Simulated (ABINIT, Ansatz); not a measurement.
# A GW chain in ABINIT: MgTiF6 (R-3)

Aim: the G0W0 gap of MgTiF6 (R-3) on PBEsol, step by step.

Calculated with ABINIT 10.8.3; PBEsol and many-body steps on it, plane waves.

**1. The structure**

The structure is trigonal, space group R-3 (No. 148). The conventional cell has a = 5.217 Å, b = 5.217 Å, c = 13.334 Å, α = 90.00°, β = 90.00°, γ = 120.00°. Nearest to Mg lie 6 F at 1.97 Å. Nearest to Ti lie 6 F at 1.87 Å. F has 1 Ti at 1.87 Å and 1 Mg at 1.97 Å nearest. Farther neighbours, and contacts between anions beyond the nearest, are not listed.

The cell and positions are those that the Materials Project relaxed with its own functionals (PBE, PBE+U or r2SCAN), kept fixed.

**2. Ground state**

This step: ABINIT 10.8.3; DFT, PBEsol, plane waves, norm-conserving pseudopotentials.

The ground-state density comes first.

File run.abi:

```
acell 3*1.0 Angstrom
rprim 
  2.608280093927 1.505891214373 4.444507563992
  -2.608280093927 1.505891214373 4.444507563992
  0.000000000000 -3.011782428679 4.444507564015
ntypat 3
znucl 12 22 9
natom 8
typat 1 2 3 3 3 3 3 3
xred 
  0.500000000000 0.500000000000 0.500000000000
  0.000000000000 -0.000000000000 -0.000000000000
  0.671617650000 0.842455580000 0.242244330000
  0.842455580000 0.242244330000 0.671617650000
  0.757755670000 0.328382350000 0.157544420000
  0.157544420000 0.757755670000 0.328382350000
  0.328382350000 0.157544420000 0.757755670000
  0.242244330000 0.671617650000 0.842455580000
pp_dirpath "pseudos"
pseudos "Mg.upf, Ti.upf, F.upf"
ecut 38
ngkpt 6 6 6
nshiftk 1
shiftk 0 0 0
kptopt 1
chksymbreak 0
nband 40
occopt 1
tolvrs 1e-10
nstep 60
prtwf 0
optforces 0
optstress 0
indata_prefix "in"
outdata_prefix "out"
tmpdata_prefix "tmp"
```

Launch:

```sh
OMP_NUM_THREADS=1 mpirun -n 4 abinit run.abi > log
```

What it wrote:

```text
.Version 10.8.3 of ABINIT. v10.8.2 released Aug 2026.

 Symmetries : space group R-3 (#148); Bravais hR (rhombohedral)
================================================================================
 Values of the parameters that define the memory need of the present run
     intxc =       0    ionmov =       0      iscf =       7    lmnmax =       6
     lnmax =       6     mgfft =      60  mpssoang =       3    mqgrid =    3001
     natom =       8  nloc_mem =       1    nspden =       1   nspinor =       1
    nsppol =       1      nsym =       6    n1xccc =    2501    ntypat =       3
    occopt =       1   xclevel =       2
-    mband =          40        mffmem =           1         mkmem =          10
       mpw =        7937          nfft =      216000          nkpt =          40
================================================================================
  Rough estimation (10% accuracy) of disk space for files :
================================================================================

--------------------------------------------------------------------------------
------------- Echo of variables that govern the present computation ------------
--------------------------------------------------------------------------------
 -outvars: echo values of preprocessed input variables --------
            acell      1.8897261259E+00  1.8897261259E+00  1.8897261259E+00 Bohr

      chksymbreak           0
             ecut      3.80000000E+01 Hartree
-          fftalg         312

              ixc     -116133
              kpt      0.00000000E+00  0.00000000E+00  0.00000000E+00
                       1.66666667E-01  0.00000000E+00  0.00000000E+00
                       3.33333333E-01  0.00000000E+00  0.00000000E+00
                       5.00000000E-01  0.00000000E+00  0.00000000E+00
                       1.66666667E-01  1.66666667E-01  0.00000000E+00
                       3.33333333E-01  1.66666667E-01  0.00000000E+00
                       5.00000000E-01  1.66666667E-01  0.00000000E+00
                      -3.33333333E-01  1.66666667E-01  0.00000000E+00
                      -1.66666667E-01  1.66666667E-01  0.00000000E+00
   [... 29 further rows ...]
                      -3.33333333E-01  5.00000000E-01  3.33333333E-01
                       5.00000000E-01  5.00000000E-01  5.00000000E-01
         kptrlatt        6    0    0      0    6    0      0    0    6
          kptrlen      5.91472204E+01
P           mkmem          10
            natom           8
            nband          40
            ngfft          60      60      60
             nkpt          40
            nstep          60
             nsym           6
           ntypat           3
              occ      2.000000  2.000000  2.000000  2.000000  2.000000  2.000000
                       2.000000  2.000000  2.000000  2.000000  2.000000  2.000000
                       2.000000  2.000000  2.000000  2.000000  2.000000  2.000000
                       2.000000  2.000000  2.000000  2.000000  2.000000  2.000000
                       2.000000  2.000000  2.000000  2.000000  2.000000  2.000000
                       2.000000  2.000000  0.000000  0.000000  0.000000  0.000000
                       0.000000  0.000000  0.000000  0.000000
        optforces           0
        optstress           0
            prtwf           0
            rprim      2.6082800939E+00  1.5058912144E+00  4.4445075640E+00
[...]
spgroup         148

           tolvrs      1.00000000E-10

             xred      5.0000000000E-01  5.0000000000E-01  5.0000000000E-01
[...]
znucl       12.00000   22.00000    9.00000

================================================================================

 chkinp: Checking input parameters for consistency.

================================================================================
== DATASET  1 ==================================================================
-   mpi_nproc: 4, omp_nthreads: 1 (-1 if OMP is not activated)

--- !DatasetInfo
iteration_state: {dtset: 1, }
dimensions: {natom: 8, nkpt: 40, mband: 40, nsppol: 1, nspinor: 1, nspden: 1, mpw: 7937, }
cutoff_energies: {ecut:  38.0, pawecutdg:  -1.0, }
electrons: {nelect:   6.40000000E+01, charge:   0.00000000E+00, occopt:   1.00000000E+00, tsmear:   1.00000000E-02, }

 Real(R)+Recip(G) space primitive vectors, cartesian coordinates (Bohr,Bohr^-1):
 R(1)=  4.9289350  2.8457220  8.3989021  G(1)=  0.1014418  0.0585674  0.0396877
 R(2)= -4.9289350  2.8457220  8.3989021  G(2)= -0.1014418  0.0585674  0.0396877
 R(3)=  0.0000000 -5.6914439  8.3989021  G(3)=  0.0000000 -0.1171349  0.0396877
 Unit cell volume ucvol=  7.0683709E+02 bohr^3
 Angles (23,13,12)=  5.81321410E+01  5.81321410E+01  5.81321410E+01 degrees

 getcut: wavevector=  0.0000  0.0000  0.0000  ngfft=  60  60  60
         ecut(hartree)=     38.000   => boxcut(ratio)=   2.13122

--- Pseudopotential description ------------------------------------------------
- Mg Generated using ONCVPSP code by D. R. Hamann
- 12.00000  10.00000  180301                  znucl, zion, pspdat
12 -116133 1 -1 1510                          pspcod,pspxc,lmax,lloc,mmax
     nproj     2     2     0
  pspatm : epsatm=    9.18226799
         --- l  ekb(1:nproj) -->
[...]
pspatm: atomic psp has been read  and splines computed

- Ti Generated using ONCVPSP code by D. R. Hamann
- 22.00000  12.00000  180301                  znucl, zion, pspdat
12 -116133 2 -1 1586                          pspcod,pspxc,lmax,lloc,mmax
     nproj     2     2     2
  pspatm : epsatm=   14.76920182
         --- l  ekb(1:nproj) -->
[...]
pspatm: atomic psp has been read  and splines computed

- F Generated using ONCVPSP code by D. R. Hamann
-  9.00000   7.00000  180301                  znucl, zion, pspdat
12 -116133 2 -1 832                           pspcod,pspxc,lmax,lloc,mmax
     nproj     2     2     1
  pspatm : epsatm=    4.89824381
         --- l  ekb(1:nproj) -->
[...]
2   -2.394754
 pspatm: atomic psp has been read  and splines computed

   3.41381969E+03                                ecore*ucvol(ha*bohr**3)
--------------------------------------------------------------------------------

_setup2: Arith. and geom. avg. npw (full set) are    7908.755    7908.746

================================================================================

--- !BeginCycle
iteration_state: {dtset: 1, }
solver: {iscf: 7, nstep: 60, nline: 4, wfoptalg: 0, }
tolerances: {tolvrs: 1.00E-10, }

     iter   Etot(hartree)      deltaE(h)  residm     vres2
 ETOT  1  -265.91742566890    -2.659E+02 1.813E-01 1.875E+03
 ETOT  2  -263.97447311183     1.943E+00 4.669E-02 1.587E+04
 ETOT  3  -266.42656021324    -2.452E+00 2.292E-02 5.307E+02
 ETOT  4  -266.44738169734    -2.082E-02 9.980E-03 2.448E+02
 ETOT  5  -266.47196661786    -2.458E-02 4.926E-03 3.039E+01
 ETOT  6  -266.47472549996    -2.759E-03 2.006E-03 2.723E+00
 ETOT  7  -266.47496168285    -2.362E-04 9.576E-03 2.123E-01
 ETOT  8  -266.47498353896    -2.186E-05 1.748E-03 1.933E-02
 ETOT  9  -266.47498541744    -1.878E-06 1.795E-03 1.363E-03
 ETOT 10  -266.47498555628    -1.388E-07 2.449E-04 4.671E-06
 ETOT 11  -266.47498555679    -5.055E-10 3.262E-04 1.423E-07
 ETOT 12  -266.47498555681    -2.109E-11 6.730E-05 2.262E-09
 ETOT 13  -266.47498555681     1.421E-12 8.949E-05 9.530E-11

 At SCF step   13       vres2   =  9.53E-11 < tolvrs=  1.00E-10 =>converged.

--- !ResultsGS
iteration_state: {dtset: 1, }
comment   : Summary of ground state results
lattice_vectors:
- [  4.9289350,   2.8457220,   8.3989021, ]
- [ -4.9289350,   2.8457220,   8.3989021, ]
- [  0.0000000,  -5.6914439,   8.3989021, ]
lattice_lengths: [  10.14564,   10.14564,   10.14564, ]
lattice_angles: [ 58.132,  58.132,  58.132, ] # degrees, (23, 13, 12)
lattice_volume:   7.0683709E+02
convergence: {deltae:  1.421E-12, res2:  9.530E-11, residm:  8.949E-05, diffor:  0.000E+00, }
etotal    :  -2.66474986E+02
entropy   :   0.00000000E+00
fermie    :  -6.17074629E-02
cartesian_stress_tensor: null
pressure_GPa: null
xred      :
- [  5.0000E-01,   5.0000E-01,   5.0000E-01, Mg]
- [  0.0000E+00,   0.0000E+00,   0.0000E+00, Ti]
- [  6.7162E-01,   8.4246E-01,   2.4224E-01,  F]
- [  8.4246E-01,   2.4224E-01,   6.7162E-01,  F]
- [  7.5776E-01,   3.2838E-01,   1.5754E-01,  F]
- [  1.5754E-01,   7.5776E-01,   3.2838E-01,  F]
- [  3.2838E-01,   1.5754E-01,   7.5776E-01,  F]
- [  2.4224E-01,   6.7162E-01,   8.4246E-01,  F]
cartesian_forces: null
force_length_stats: {min: null, max: null, mean: null, }

 Integrated electronic density in atomic spheres:
 ------------------------------------------------
 Atom  Sphere_radius  Integrated_density
[...]
================================================================================

 ----iterations are completed or convergence reached----

 Mean square residual over all n,k,spin=   16.068E-08; max=  89.490E-06
 reduced coordinates (array xred) for    8 atoms
[...]
0.842456      0.242244      0.671618
       0.757756      0.328382      0.157544
       0.157544      0.757756      0.328382
       0.328382      0.157544      0.757756
       0.242244      0.671618      0.842456
 rms dE/dt=  0.0000E+00; max dE/dt=  0.0000E+00; dE/dt below (all hartree)
    1       0.000000      0.000000      0.000000
    2       0.000000      0.000000      0.000000
    3       0.000000      0.000000      0.000000
    4       0.000000      0.000000      0.000000
    5       0.000000      0.000000      0.000000
    6       0.000000      0.000000      0.000000
    7       0.000000      0.000000      0.000000
    8       0.000000      0.000000      0.000000

 cartesian coordinates (angstrom) at end:
    1      0.000000     3.35e-11     6.666761
    2      0.000000     0.000000     0.000000
    3     -0.445593     1.550442     7.805967
    4      1.565519    -0.389326     7.805967
    5      1.119926     1.161116     5.527556
    6     -1.565519     0.389326     5.527556
    7      0.445593    -1.550442     5.527556
    8     -1.119926    -1.161116     7.805967
 length scales=  1.889726  1.889726  1.889726 bohr
              =  1.000000  1.000000  1.000000 angstroms
 prteigrs : about to open file out_EIG
 Fermi (or HOMO) energy (hartree) =  -0.06171   Average Vxc (hartree)=  -0.33937
 Eigenvalues (hartree) for nkpt=  40  k points:
 kpt#   1, nband= 40, wtk=  0.00463, kpt=  0.0000  0.0000  0.0000 (reduced coord)
  -2.64394   -2.08776   -1.43010   -1.43010   -1.43005   -1.22260   -1.22260   -1.22233
  -0.80798   -0.78596   -0.78596   -0.77443   -0.77406   -0.77406   -0.20150   -0.17224
  -0.17224   -0.15935   -0.15598   -0.15598   -0.15097   -0.15097   -0.14552   -0.09027
  -0.08041   -0.08041   -0.07604   -0.07604   -0.07551   -0.07025   -0.06171   -0.06171
   0.11791    0.11791    0.11794    0.22058    0.22058    0.24981    0.42692    0.49076
 prteigrs : prtvol=0 or 1, do not print more k-points.

--- !EnergyTerms
iteration_state     : {dtset: 1, }
comment             : Components of total free energy in Hartree
kinetic             :  1.534979E+02
hartree             :  9.608495E+01
xc                  : -4.898318E+01
Ewald energy        : -1.438992E+02
psp_core            :  4.829712E+00
local_psp           : -2.949492E+02
non_local_psp       : -3.305598E+01
total_energy        : -2.664750E+02
total_energy_eV     : -7.251154E+03
band_energy         : -3.909899E+01

== END DATASET(S) ==============================================================
================================================================================

 -outvars: echo values of variables after computation  --------
           etotal     -2.6647498556E+02
            nband          40
             nkpt          40
          spgroup         148
 [... the other variables as echoed above ...]

 Calculation completed.
```

The job ended after 6.7 min (4 MPI ranks of Intel Xeon Platinum 8259CL at 2.50GHz (Skylake/Cascade Lake), shared host; peak memory 0.66 GiB; 27 min of CPU time).

Read from the output:

| Quantity | Value |
| --- | --- |
| total energy | -7251.1538 eV |
| gap | 4.879 eV |
| k of the valence top | 0, 0, 0 |
| k of the conduction bottom | 0.5, 0.5, 0 |
| least direct gap | 4.888 eV |

The gap is indirect, with the least direct gap 0.009 eV higher.

(Continued in part 2 of 3.)

[Long decimals in the printed logs are rounded to 6 places.]

[Logs are printed without paths, hosts, clocks, repeated set-up lines and the standing remarks that a program may print on its own settings, such as how far it seeks lower states.]

[Paths, hosts, dates, memory and timing lines, banners, echoed tables and standing remarks are left out of the program output; an Ansatz launch command may be rebuilt from the run's recorded settings. Measured values are a selection of at most five: reports struck by readers or far from the other reports are left out. None is set beside runs whose start may be inverted or whose files or cutoffs have a known fault.]

[Runs of the session that timed out or met a known fault of the program may be left out.]

[Hosts, paths, dates, database ids (printed as entryN), source tags and the programs' standing remarks are cut or masked in the printed files.]

[G0W0 gaps are taken among the corrected bands and points alone; a level outside them can change the order at an edge.]

[Where Ansatz stands beside ABINIT at settings called matched, ABINIT's density can come from a denser mesh and the files from another edition; pairs whose starting gaps differed by over 0.03 eV were left out, so agreement reads better than it is.]
